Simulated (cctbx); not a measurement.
# Diagnosing a refinement

Cell a = 12.4210 Å, b = 6.9970 Å, c = 7.5610 Å, α = 90.00°, β = 125.37°, γ = 90.00°; space group C2/m (no. 12). The compound is MgMn4InS8.

Simulated single-crystal data (cctbx): Mo Kα, λ = 0.71073 Å, to d = 0.7 Å, 80 % of the full sphere, strongest reflection 70000 counts, noise from counting, a 1.5 % proportional error and a noise floor of 8 counts (s.d.); no absorption.

An anisotropic refinement with weights 1/σ² prints:

```text
Rint 0.019, 877 unique reflections to 0.70 A
cycle     R1     wR2    GooF  max shift (A)
   1  0.0405  0.0931   3.580   0.00296
   2  0.0135  0.0311   1.196   0.00000
final R1 0.0135 wR2 0.0311 GooF 1.196  parameters 43  data/parameter 20.4
atom        x        y        z      Ueq    occ   su(xyz)  su(Uiso or U11)
In1    0.00000  0.50000  0.50000   0.0200  1.000  0.00000  0.0001
Mn1    0.00000  0.00000  0.00000   0.0296  1.000  0.00000  0.0003
Mn2    0.00000  0.50000  0.00000   0.0214  1.000  0.00000  0.0002
Mn3    0.75000  0.75000  0.00000   0.0283  1.000  0.00000  0.0002
S1     0.24489  0.50000  0.78054   0.0237  1.000  0.00009  0.0002
S2     0.01593  0.75687  0.77229   0.0303  1.000  0.00008  0.0002
S3     0.74928  0.00000  0.21703   0.0325  1.000  0.00011  0.0003
Mg1    0.00000  0.00000  0.50000   0.0317  1.000  0.00000  0.0006
difference map: max 0.39 min -0.50 rms 0.09
Q1    0.0000  0.5000  0.0000    2    0.41  0.00 A from Mn2
Q2    0.0254  0.0000  0.9847    4    0.40  0.39 A from Mn1
Q3    0.2321  0.2343  0.0358    8    0.38  0.45 A from Mn3
Q4    0.2225  0.5000  0.2019    4    0.33  0.28 A from S3
Q5    0.2365  0.0000  0.2399    4    0.31  0.34 A from S1
Q6    0.2076  0.5000  0.7652    4    0.30  0.41 A from S1
```

**Question.** Can this result stand? If not, what is the likely fault?

Mend it. The fault: anomalous dispersion left out. Against the right model at the same level, R1 goes from 0.0105 to 0.0135 and GooF from 0.91 to 1.20. No atom is wrong: without f′ and f″ the atoms near an edge get the wrong scattering power, which U and the scale absorb. The signs are weak, and the output alone doesn't single this fault out.

The compound is MgMn4InS8. The right model at the same level gives:

```text
Rint 0.019, 877 unique reflections to 0.70 A
cycle     R1     wR2    GooF  max shift (A)
   1  0.0309  0.0713   2.741   0.00239
   2  0.0105  0.0237   0.912   0.00000
final R1 0.0105 wR2 0.0237 GooF 0.912  parameters 43  data/parameter 20.4
atom        x        y        z      Ueq    occ   su(xyz)  su(Uiso or U11)
In1    0.00000  0.50000  0.50000   0.0188  1.000  0.00000  0.0001
Mn1    0.00000  0.00000  0.00000   0.0315  1.000  0.00000  0.0002
Mn2    0.00000  0.50000  0.00000   0.0232  1.000  0.00000  0.0002
Mn3    0.75000  0.75000  0.00000   0.0302  1.000  0.00000  0.0001
S1     0.24491  0.50000  0.78043   0.0249  1.000  0.00007  0.0002
S2     0.01585  0.75685  0.77220   0.0314  1.000  0.00006  0.0002
S3     0.74930  0.00000  0.21719   0.0336  1.000  0.00008  0.0002
Mg1    0.00000  0.00000  0.50000   0.0324  1.000  0.00000  0.0004
difference map: max 0.28 min -0.27 rms 0.07
Q1    0.0689  0.5000  0.5068    4    0.28  0.83 A from In1
Q2    0.0694  0.2549  0.9337    8    0.24  1.00 A from S2
Q3    0.1394  0.5000  0.4812    4    0.24  1.82 A from In1
Q4    0.1982  0.0000  0.3610    4    0.23  1.59 A from S1
Q5    0.0982  0.5000  0.2872    4    0.22  1.77 A from Mn2
Q6    0.0083  0.2315  0.0654    8    0.22  1.43 A from S2
```

Isotropic U is held between 0.0001 and 1 Å² by the program, and listed peak heights are interpolated, so they can pass the grid's maximum.

The model is made up (kin elements in a known structure type, no relaxation), so it says nothing on whether the phase exists.

[Middle refinement cycles are left out of these outputs.]

[Logs are printed without paths, hosts, clocks, repeated set-up lines and the standing remarks that a program may print on its own settings, such as how far it seeks lower states.]
